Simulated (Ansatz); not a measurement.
# Li on Au(111): change of the work function

Wanted: Δφ(θ) for Li/Au(111), starting from the fcc site.

Calculated with Ansatz 0.2.0; plane-wave DFT, PBE, Ansatz PAW.

## 1. Starting point

The cell holds 4 atoms: 4 Au. Cell: a = 2.885 Å, b = 2.885 Å, c = 25.067 Å, α = 90.0°, β = 90.0°, γ = 60.0°. Vacuum lies along c.

## 2. The clean slab

The bare slab comes first, as the zero from which every change is counted. The two lowest layers are held at bulk places and the upper ones relax. The dipole correction removes the false field that a one-sided slab makes across the periodic vacuum, so each face gets a flat vacuum level of its own.

Input file input.yaml:

```yaml
crystal:
  lattice:
    - [2.8849956672, 0.0, 0.0]
    - [1.4424978336, 2.4984795376, 0.0]
    - [0.0, 0.0, 25.0667672949]
  atoms:
    - { symbol: Au, position: [0.0, 0.0, 0.3590411118] }
    - { symbol: Au, position: [0.3333333333, 0.3333333333, 0.4530137039] }
    - { symbol: Au, position: [0.6666666667, 0.6666666667, 0.5469862961] }
    - { symbol: Au, position: [0.0, 0.0, 0.6409588882] }
kpoints:
  mp_grid: { grid: [12, 12, 1] }
hamiltonian:
  xc: pbe
scf:
  occupations: { method: fermi_dirac, width: 0.1 }
  convergence: { dr2_threshold: 1.0e-08 }
efield:
  axis: 3
  dipole_correction: true
  ramp_position: 0.97
  ramp_width: 0.06
relax:
  f_tol: 0.02
  max_steps: 60
  constraints: [{ sites: [0, 1] }]
output:
  write_potential: true
  write_density: true
  volumetric_format: npy
```

Started as:

```
> ansatz run input.yaml --threads 4 --pin off --max-ram 16384MiB --backend cpu --events-out ev --progress --plain --runs-dir out
```

Numbers of over 12 decimals in the logs are rounded to 6 here.

What it wrote:

```text
Engine: ansatz 0.2.0, aarch64-unknown-linux-gnu
Pseudopotentials: kind: paw
Pseudopotential: Au, paw, valence charge 19, recommended cutoff 420 eV (normal), Au.paw.azcp
Functional definition: PBE
  parameter kappa = 0.804
  parameter beta = 0.066725
  exchange = pbe_x(kappa = kappa, mu = beta*pi^2/3)
  correlation = pbe_c(beta = beta)
Crystal: 4 atoms, lattice volume = 180.684 Å³
Basis set: ecut = 420 eV, 3551 PW (Γ), exchange–correlation on 40×40×360 points (8 copies of the dense FFT grid, shifted against one another)
Bands: 46, of which v1, the nominal top of the filled ones, is band 38 counted from 1 (37 counted from 0)
Symmetry: 6 space group operations
k-points: 19 of 144 (time reversal used)
Non-local potential: Au, projectors of the file, l = 0: 3, l = 1: 2, l = 2: 2, l = 3: 1
PAW form: soft (Blöchl's): semilocal exchange-correlation on the pseudo side does not see the compensation charge
PAW one-centre angular grid: Au, 590 points (default); XC on 64 Gauss nodes
Initial density: superposition of atomic densities (neutral atoms: chi_scale 0, normalization atom), corrected by the library's trained network
Initial wavefunctions: pseudopotential atomic-orbital guess
Functional: x = pbe(κ = 0.804, μ = 0.219515), c = pbe(β = 0.066725)
SCF iter   1: F=—  HF=-52596.643584 eV  |F-HF|=—  |Δ(HF+E_count)|=         —  Δρ=2.65e-3  dr2=1.90e-1  ethr=1.77e-3  p=0.000 e·Å  D=2.37e-14 V/Å  ΔV_dip=-0.00 eV  dr2_dipole=3.35e-8  V_vac-E_F(+/−)=4.66/4.66 eV  ⟨swp⟩=8.5  Hψ=3805  notcnv=0  defer=13
efield: sawtooth ramp at fractional position 0.9700 (set: `efield.ramp_position`, or a place that a band, a saddle search or an elastic batch's reference lends), width 0.0600; the density the first Hamiltonian is built on has a dipole p = 0.000 e·Å; the dipole correction subtracts the counter field D = 2.37e-14 V/Å, which shifts the + side's vacuum level by -0.00 eV against the − side's; the planar-averaged density in the ramp window peaks in size at 8.1e-6 e/Å³
preconditioner: auto → LDOS  [metal: Δε(μ)=0.172 eV  Ē_g=9.110 eV  σ=0.100 eV  W_gap=0.38  n_scr=18 (ndim 8)  ℏωp=18.3 eV  f_vac=0.579  D(μ)=1.84/eV (n_scr^D=10)  β→1.0]
SCF iter   2: F=—  HF=-52596.644385 eV  |F-HF|=—  |Δ(HF+E_count)|=   8.01e-4  Δρ=2.54e-3  dr2=2.99e-2  ethr=2.50e-4  p=-0.000 e·Å  D=-4.26e-5 V/Å  ΔV_dip=0.00 eV  dr2_dipole=1.06e-8  V_vac-E_F(+/−)=5.15/5.15 eV  ⟨swp⟩=2.2  Hψ=1469  notcnv=0  defer=30
SCF iter   3: F=—  HF=-52596.638968 eV  |F-HF|=—  |Δ(HF+E_count)|=   5.42e-3  Δρ=5.04e-4  dr2=1.80e-3  ethr=3.94e-5  p=-0.000 e·Å  D=-1.46e-5 V/Å  ΔV_dip=0.00 eV  dr2_dipole=1.40e-8  V_vac-E_F(+/−)=5.06/5.05 eV  ⟨swp⟩=2.0  Hψ=1309  notcnv=0  defer=30
SCF iter   4: F=—  HF=-52596.638909 eV  |F-HF|=—  |Δ(HF+E_count)|=   5.84e-5  Δρ=2.39e-4  dr2=4.64e-4  ethr=2.37e-6  p=-0.000 e·Å  D=-5.95e-6 V/Å  ΔV_dip=0.00 eV  dr2_dipole=7.80e-11  V_vac-E_F(+/−)=5.08/5.08 eV  ⟨swp⟩=2.3  Hψ=1444  notcnv=0  defer=30
SCF iter   5: F=—  HF=-52596.638839 eV  |F-HF|=—  |Δ(HF+E_count)|=   7.03e-5  Δρ=6.27e-5  dr2=1.28e-5  ethr=6.10e-7  p=-0.000 e·Å  D=-2.82e-6 V/Å  ΔV_dip=0.00 eV  dr2_dipole=2.92e-11  V_vac-E_F(+/−)=5.09/5.09 eV  ⟨swp⟩=2.1  Hψ=1264  notcnv=0  defer=30
SCF iter   6: F=—  HF=-52596.638844 eV  |F-HF|=—  |Δ(HF+E_count)|=   5.10e-6  Δρ=1.93e-5  dr2=5.64e-7  ethr=1.69e-8  p=-0.000 e·Å  D=-1.44e-6 V/Å  ΔV_dip=0.00 eV  dr2_dipole=5.84e-11  V_vac-E_F(+/−)=5.09/5.09 eV  ⟨swp⟩=3.1  Hψ=1625  notcnv=0  defer=30
SCF iter   7: F=—  HF=-52596.638889 eV  |F-HF|=—  |Δ(HF+E_count)|=   4.47e-5  Δρ=6.30e-6  dr2=5.34e-8  ethr=7.43e-10  p=-0.000 e·Å  D=-6.30e-7 V/Å  ΔV_dip=0.00 eV  dr2_dipole=1.48e-11  V_vac-E_F(+/−)=5.09/5.09 eV  ⟨swp⟩=2.1  Hψ=1289  notcnv=0  defer=30
SCF iter   8: F=-52596.638889 eV  HF=-52596.638889 eV  |F-HF|=8.84e-9  |Δ(HF+E_count)|=   2.57e-7  Δρ=1.33e-6  dr2=2.77e-9  ethr=1.32e-11  p=-0.000 e·Å  D=-8.92e-8 V/Å  ΔV_dip=0.00 eV  dr2_dipole=6.00e-13  V_vac-E_F(+/−)=5.09/5.09 eV  ⟨swp⟩=10.5  Hψ=6252  notcnv=0
SCF 1 converged in 8 iterations: F = -52596.638889 eV  dr2 = 2.77e-9
  greatest PAW one-centre occupation: 1.000 electrons in one spin orbital (limit 2), on the Au atom at site 0 (counted from 0), in its partial waves of l = 0
relax step   1: F+E_penalty+E_count = -52596.63888925 eV  Δ(F+E_penalty+E_count) = +0.000e0 eV  max|allowed force component| = 4.529e-1 eV/Å  Δτ_max = 0.0000 Å  (8 SCF iters, accepted)
Initial density: handed on by an earlier stage of this run
Initial wavefunctions: those handed on with the density
iter 1 solved again at ethr=6.60e-5 eV; its pass at ethr=3.10e-3 eV (dr2=5.02e-2 eV) is discarded
SCF iter   1: F=—  HF=-52596.690389 eV  |F-HF|=—  |Δ(HF+E_count)|=         —  Δρ=5.26e-3  dr2=5.37e-2  ethr=6.60e-5  p=0.000 e·Å  D=2.11e-6 V/Å  ΔV_dip=-0.00 eV  dr2_dipole=6.16e-4  V_vac-E_F(+/−)=5.11/5.11 eV  ⟨swp⟩=2.0  Hψ=3735  notcnv=0  defer=19
efield: sawtooth ramp at fractional position 0.9700 (set: `efield.ramp_position`, or a place that a band, a saddle search or an elastic batch's reference lends), width 0.0600; the density the first Hamiltonian is built on has a dipole p = 0.000 e·Å; the dipole correction subtracts the counter field D = 2.11e-6 V/Å, which shifts the + side's vacuum level by -0.00 eV against the − side's; the planar-averaged density in the ramp window peaks in size at 1.2e-5 e/Å³
preconditioner: auto → LDOS  [metal: Δε(μ)=0.042 eV  Ē_g=9.104 eV  σ=0.100 eV  W_gap=0.10  n_scr=18 (ndim 8)  ℏωp=18.3 eV  f_vac=0.572  D(μ)=2.06/eV (n_scr^D=10)  β→1.0]
SCF iter   2: F=—  HF=-52596.694778 eV  |F-HF|=—  |Δ(HF+E_count)|=   4.39e-3  Δρ=3.93e-3  dr2=9.20e-2  ethr=6.60e-5  p=0.004 e·Å  D=3.99e-3 V/Å  ΔV_dip=-0.10 eV  dr2_dipole=1.25e-2  V_vac-E_F(+/−)=4.99/5.09 eV  ⟨swp⟩=2.4  Hψ=1486  notcnv=0  defer=19
SCF iter   3: F=—  HF=-52596.676926 eV  |F-HF|=—  |Δ(HF+E_count)|=   1.79e-2  Δρ=6.43e-4  dr2=3.08e-3  ethr=6.60e-5  p=-0.002 e·Å  D=-1.74e-3 V/Å  ΔV_dip=0.04 eV  dr2_dipole=9.43e-4  V_vac-E_F(+/−)=5.14/5.10 eV  ⟨swp⟩=2.1  Hψ=1442  notcnv=0  defer=19
SCF iter   4: F=—  HF=-52596.676902 eV  |F-HF|=—  |Δ(HF+E_count)|=   2.43e-5  Δρ=3.74e-4  dr2=7.20e-4  ethr=4.05e-6  p=-0.002 e·Å  D=-2.42e-3 V/Å  ΔV_dip=0.06 eV  dr2_dipole=5.96e-5  V_vac-E_F(+/−)=5.15/5.09 eV  ⟨swp⟩=2.1  Hψ=1311  notcnv=0  defer=22
SCF iter   5: F=—  HF=-52596.676753 eV  |F-HF|=—  |Δ(HF+E_count)|=   1.49e-4  Δρ=7.00e-5  dr2=3.56e-5  ethr=9.47e-7  p=-0.003 e·Å  D=-3.00e-3 V/Å  ΔV_dip=0.08 eV  dr2_dipole=5.36e-6  V_vac-E_F(+/−)=5.17/5.09 eV  ⟨swp⟩=2.1  Hψ=1300  notcnv=0  defer=22
[...]
efield: sawtooth ramp at fractional position 0.9700 (set: `efield.ramp_position`, or a place that a band, a saddle search or an elastic batch's reference lends), width 0.0600; the density the first Hamiltonian is built on has a dipole p = -0.003 e·Å; the dipole correction subtracts the counter field D = -2.99e-3 V/Å, which shifts the + side's vacuum level by +0.08 eV against the − side's; the planar-averaged density in the ramp window peaks in size at 1.1e-5 e/Å³
preconditioner: auto → LDOS  [metal: Δε(μ)=0.030 eV  Ē_g=9.090 eV  σ=0.100 eV  W_gap=0.07  n_scr=18 (ndim 8)  ℏωp=18.3 eV  f_vac=0.571  D(μ)=2.08/eV (n_scr^D=10)  β→1.0]
SCF iter   2: F=—  HF=-52596.680183 eV  |F-HF|=—  |Δ(HF+E_count)|=   3.19e-5  Δρ=1.03e-3  dr2=4.91e-3  ethr=7.51e-6  p=-0.001 e·Å  D=-1.07e-3 V/Å  ΔV_dip=0.03 eV  dr2_dipole=1.07e-3  V_vac-E_F(+/−)=5.12/5.09 eV  ⟨swp⟩=2.3  Hψ=1669  notcnv=0  defer=32
SCF iter   3: F=—  HF=-52596.679185 eV  |F-HF|=—  |Δ(HF+E_count)|=   9.98e-4  Δρ=1.75e-4  dr2=8.20e-5  ethr=6.46e-6  p=-0.003 e·Å  D=-2.60e-3 V/Å  ΔV_dip=0.07 eV  dr2_dipole=9.63e-6  V_vac-E_F(+/−)=5.16/5.09 eV  ⟨swp⟩=2.0  Hψ=1319  notcnv=0  defer=32
SCF iter   4: F=—  HF=-52596.679167 eV  |F-HF|=—  |Δ(HF+E_count)|=   1.78e-5  Δρ=6.40e-5  dr2=1.93e-5  ethr=1.08e-7  p=-0.003 e·Å  D=-2.59e-3 V/Å  ΔV_dip=0.06 eV  dr2_dipole=7.14e-6  V_vac-E_F(+/−)=5.15/5.09 eV  ⟨swp⟩=3.1  Hψ=1610  notcnv=0  defer=32
SCF iter   5: F=—  HF=-52596.679194 eV  |F-HF|=—  |Δ(HF+E_count)|=   2.68e-5  Δρ=3.22e-5  dr2=5.78e-6  ethr=2.54e-8  p=-0.003 e·Å  D=-2.71e-3 V/Å  ΔV_dip=0.07 eV  dr2_dipole=1.92e-6  V_vac-E_F(+/−)=5.16/5.09 eV  ⟨swp⟩=2.3  Hψ=1097  notcnv=0  defer=32
SCF iter   6: F=—  HF=-52596.679242 eV  |F-HF|=—  |Δ(HF+E_count)|=   4.82e-5  Δρ=7.79e-6  dr2=3.31e-7  ethr=7.61e-9  p=-0.003 e·Å  D=-2.76e-3 V/Å  ΔV_dip=0.07 eV  dr2_dipole=1.31e-7  V_vac-E_F(+/−)=5.16/5.09 eV  ⟨swp⟩=2.6  Hψ=1366  notcnv=0  defer=32
SCF iter   7: F=-52596.679242 eV  HF=-52596.679242 eV  |F-HF|=2.74e-8  |Δ(HF+E_count)|=   1.23e-9  Δρ=2.02e-6  dr2=8.87e-9  ethr=1.32e-11  p=-0.003 e·Å  D=-2.78e-3 V/Å  ΔV_dip=0.07 eV  dr2_dipole=7.36e-10  V_vac-E_F(+/−)=5.16/5.09 eV  ⟨swp⟩=8.9  Hψ=6680  notcnv=0
SCF 3 converged in 7 iterations: F = -52596.679242 eV  dr2 = 8.87e-9
relax step   3: F+E_penalty+E_count = -52596.67924179 eV  Δ(F+E_penalty+E_count) = -2.442e-3 eV  max|allowed force component| = 3.338e-2 eV/Å  Δτ_max = 0.0445 Å  (7 SCF iters, accepted)
SCF iter   1: F=—  HF=-52596.679325 eV  |F-HF|=—  |Δ(HF+E_count)|=         —  Δρ=2.15e-4  dr2=1.30e-4  ethr=1.62e-6  p=-0.003 e·Å  D=-2.78e-3 V/Å  ΔV_dip=0.07 eV  dr2_dipole=2.24e-5  V_vac-E_F(+/−)=5.16/5.09 eV  ⟨swp⟩=3.0  Hψ=1833  notcnv=0  defer=33
efield: sawtooth ramp at fractional position 0.9700 (set: `efield.ramp_position`, or a place that a band, a saddle search or an elastic batch's reference lends), width 0.0600; the density the first Hamiltonian is built on has a dipole p = -0.003 e·Å; the dipole correction subtracts the counter field D = -2.78e-3 V/Å, which shifts the + side's vacuum level by +0.07 eV against the − side's; the planar-averaged density in the ramp window peaks in size at 1.2e-5 e/Å³
preconditioner: auto → LDOS  [metal: Δε(μ)=0.025 eV  Ē_g=9.092 eV  σ=0.100 eV  W_gap=0.06  n_scr=18 (ndim 8)  ℏωp=18.3 eV  f_vac=0.571  D(μ)=2.08/eV (n_scr^D=10)  β→1.0]
SCF iter   2: F=—  HF=-52596.679299 eV  |F-HF|=—  |Δ(HF+E_count)|=   2.61e-5  Δρ=1.39e-4  dr2=8.08e-5  ethr=1.71e-7  p=-0.003 e·Å  D=-3.01e-3 V/Å  ΔV_dip=0.08 eV  dr2_dipole=1.09e-5  V_vac-E_F(+/−)=5.17/5.09 eV  ⟨swp⟩=2.6  Hψ=1757  notcnv=0  defer=33
SCF iter   3: F=—  HF=-52596.679293 eV  |F-HF|=—  |Δ(HF+E_count)|=   5.89e-6  Δρ=2.59e-5  dr2=1.41e-6  ethr=1.06e-7  p=-0.003 e·Å  D=-2.83e-3 V/Å  ΔV_dip=0.07 eV  dr2_dipole=1.27e-7  V_vac-E_F(+/−)=5.16/5.09 eV  ⟨swp⟩=2.0  Hψ=1266  notcnv=0  defer=33
SCF iter   4: F=—  HF=-52596.679345 eV  |F-HF|=—  |Δ(HF+E_count)|=   5.24e-5  Δρ=7.47e-6  dr2=1.30e-7  ethr=1.86e-9  p=-0.003 e·Å  D=-2.85e-3 V/Å  ΔV_dip=0.07 eV  dr2_dipole=3.26e-9  V_vac-E_F(+/−)=5.16/5.09 eV  ⟨swp⟩=2.8  Hψ=1607  notcnv=0  defer=33
SCF iter   5: F=-52596.679345 eV  HF=-52596.679345 eV  |F-HF|=1.63e-8  |Δ(HF+E_count)|=   1.80e-9  Δρ=1.58e-6  dr2=5.83e-9  ethr=1.32e-11  p=-0.003 e·Å  D=-2.84e-3 V/Å  ΔV_dip=0.07 eV  dr2_dipole=1.44e-10  V_vac-E_F(+/−)=5.16/5.09 eV  ⟨swp⟩=8.5  Hψ=6508  notcnv=0
SCF 4 converged in 5 iterations: F = -52596.679345 eV  dr2 = 5.83e-9
relax step   4: F+E_penalty+E_count = -52596.67934504 eV  Δ(F+E_penalty+E_count) = -1.032e-4 eV  max|allowed force component| = 3.321e-4 eV/Å  Δτ_max = 0.0072 Å  (5 SCF iters, accepted)
NSCF: frozen V_eff on 19 k-points
the band table was solved once a step of the walk had ended and its energy, with any forces and stress, was formed, with the checks that follow a solve (4848 applications of the Hamiltonian). They found nothing against the state; the energy, forces and stress were not computed again (output.eigenvalues in the input reference)
WARN: The input density's exchange-correlation potential varies sharply where the density is thin. Do not read a vacuum level from v_tot or v_xc, or from such a field of the output density. On a cell that repeats whose density bears no net charge and no dipole along the vacuum's axis use v_es (v_loc + v_h of the components); under efield.dipole_correction with no amplitude use v_es + v_field, which holds any external [...]
SCF converged after 5 iterations
Free energy (F): -52596.679345 eV
Harris-Foulkes:  -52596.679345 eV  (|F-HF|=1.63e-8)
Internal energy: -52596.616976 eV  (E = F + TS)
E sigma→0 (E₀):  -52596.648161 eV
Entropy (-TS):   -0.062369 eV (-15.592 meV/atom)
Fermi energy:    4.576791 eV
Dipole field:    D = -0.002861 V/Å  (p = -0.002856 e·Å, saw-weighted, corrected)
Work function:   Φ+ = 5.1611 eV   Φ− = 5.0894 eV
Levels:          The Fermi level and band energies are counted from a zero that moves with the ramp; work functions are not
--- Per-component energies (eV) ---
  E_band       = -2028.269013
  E_kinetic    = 2417.174752
  E_local      = -123812.545826  (includes V_loc(G=0)·N_el)
  E_nonlocal   = 297.482365
  E_hartree    = 60807.441548
  E_xc         = -909.996381
  E_vxc        = -1098.008811  (∫ρ·V_xc dr)
  E_paw        = -38827.364877  (= ΣΔE_a)
  E_vpaw       = -1447.265217  (= ΣTr[D̂ρ^β])
  E_aug_tail   = 0.005791  (compensation charges beyond the density's cutoff)
  E_efield     = 0.000004  (sawtooth field / dipole correction)
  E_vefield    = 0.016680  (∫n·V_field dr)
  E_ewald      = 47431.185648
  E_smearing   = -0.062369  (= −TS)
  E_closure    = 0.000000  (closes the sum)
  Σ components = -52596.679345   (vs F -52596.679345, Δ=0.00e0)
--- Forces (eV/Å), atoms counted from 1 ---
  atom   1  Au    -0.00000000     0.00000000    -0.46100368
  atom   2  Au     0.00000000    -0.00000000     0.46099689
  atom   3  Au     0.00000000    -0.00000000    -0.00028474
  atom   4  Au     0.00000000    -0.00000000     0.00033215
  max |Σ_I F_I| component: 4.06e-5 eV/Å
--- Band table (eV; the first three rows and the last of 19) ---
  k-point 0: bands = [... 34 lower, 1.7691, 2.2535, 2.2535, 2.5120, 2.5120, 3.2454, 4.5875, 8.8871, ... 4 higher]
  k-point 1: bands = [... 34 lower, 1.7913, 1.9875, 2.2470, 2.3346, 2.5176, 3.6533, 5.1813, 8.9999, ... 4 higher]
  k-point 2: bands = [... 34 lower, 1.7371, 1.7451, 2.2250, 2.5297, 2.6213, 4.3338, 6.3960, 9.3547, ... 4 higher]
  k-point 18: bands = [... 34 lower, 2.3516, 2.3787, 7.4935, 7.5162, 7.5524, 8.1112, 9.4211, 9.4522, ... 4 higher]
--- Relaxed structure (4 steps of the walk, 4 accepted, 0 SCFs on fresh bases) ---
  F+E_penalty+E_count = -52596.67934504 eV   max|allowed force component| = 3.321e-4 eV/Å
  atoms:
    - { symbol: Au, position: [0.0, 0.0, 0.359041] }
    - { symbol: Au, position: [0.333333, 0.333333, 0.453014] }
    - { symbol: Au, position: [0.666667, 0.666667, 0.550234] }
    - { symbol: Au, position: [1.4451660324752276e-17, 0, 0.649948] }
```

The job ended after 13 s (4 threads of Arm Neoverse V1, shared host; peak memory 0.51 GiB; 51 s of CPU time).

Step by step:

| step | energy less that of the first step (eV) | largest force component (eV/Å) |
| --- | --- | --- |
| 1 | 0.0000 | 0.4529 |
| 2 | -0.0379 | 0.1601 |
| 3 | -0.0404 | 0.0334 |
| 4 | -0.0405 | 0.0003 |

Forces are held to the 6 operations that the run works with; a distortion that breaks them can't arise in this run.

The atoms that moved most (Å):

| atom | dx | dy | dz | length |
| --- | --- | --- | --- | --- |
| Au4 | 0.000 | 0.000 | 0.225 | 0.225 |
| Au3 | 0.000 | 0.000 | 0.081 | 0.081 |

The relaxed structure:

```cif
data_structure
_symmetry_space_group_name_H-M 'P 1'
_symmetry_Int_Tables_number 1
_cell_length_a 2.8850
_cell_length_b 2.8850
_cell_length_c 25.0668
_cell_angle_alpha 90.000
_cell_angle_beta 90.000
_cell_angle_gamma 60.000
_cell_volume 180.68
loop_
_atom_site_label
_atom_site_type_symbol
_atom_site_fract_x
_atom_site_fract_y
_atom_site_fract_z
_atom_site_occupancy
Au1 Au 0.00000 0.00000 0.35904 1
Au2 Au 0.33333 0.33333 0.45301 1
Au3 Au 0.66667 0.66667 0.55023 1
Au4 Au 0.00000 0.00000 0.64995 1
```

This step gave:

| Item | Value |
| --- | --- |
| energy at zero smearing | -52596.6482 eV |
| work function, upper face | 5.161 eV |
| work function, lower face | 5.089 eV |
| dipole along the normal | -0.002856 e·Å |
| step between the vacuum levels | 0.07171 eV |

Running mean over 2.356 Å of the planar mean; the ramp of the sawtooth is left out. The electron's electrostatic potential energy less the Fermi level by z:

| z (Å) | electron's electrostatic potential energy less the Fermi level (eV) |
| --- | --- |
| 4 | 5.09 |
| 5 | 5.09 |
| 6 | 5.03 |
| 7 | 4.02 |
| 8 | -3.47 |
| 9 | -8.30 |
| 10 | -8.66 |
| 11 | -8.73 |
| 12 | -8.28 |
| 13 | -8.13 |
| 14 | -8.47 |
| 15 | -7.31 |
| 16 | -8.13 |
| 17 | -5.77 |
| 18 | 2.69 |
| 19 | 5.02 |
| 20 | 5.15 |
| 21 | 5.16 |
| 22 | 5.16 |

The relaxation took 4 steps and lowered the energy by 0.040 eV; the largest force on the free atoms ends at 3.3e-4 eV/Å.

The work function of the upper face is 5.16 eV.

(Part 1 of 4 ends here.)

[Logs are printed without paths, hosts, clocks, repeated set-up lines and the standing remarks that a program may print on its own settings, such as how far it seeks lower states.]

[Hosts, paths, dates, database ids (printed as entryN), source tags and the programs' standing remarks are cut or masked in the printed files.]

[Maps of the electrostatic potential energy from Ansatz leave out the sawtooth potential of an applied field or a dipole correction, so their vacuum need not be flat; planar profiles and work functions include it.]
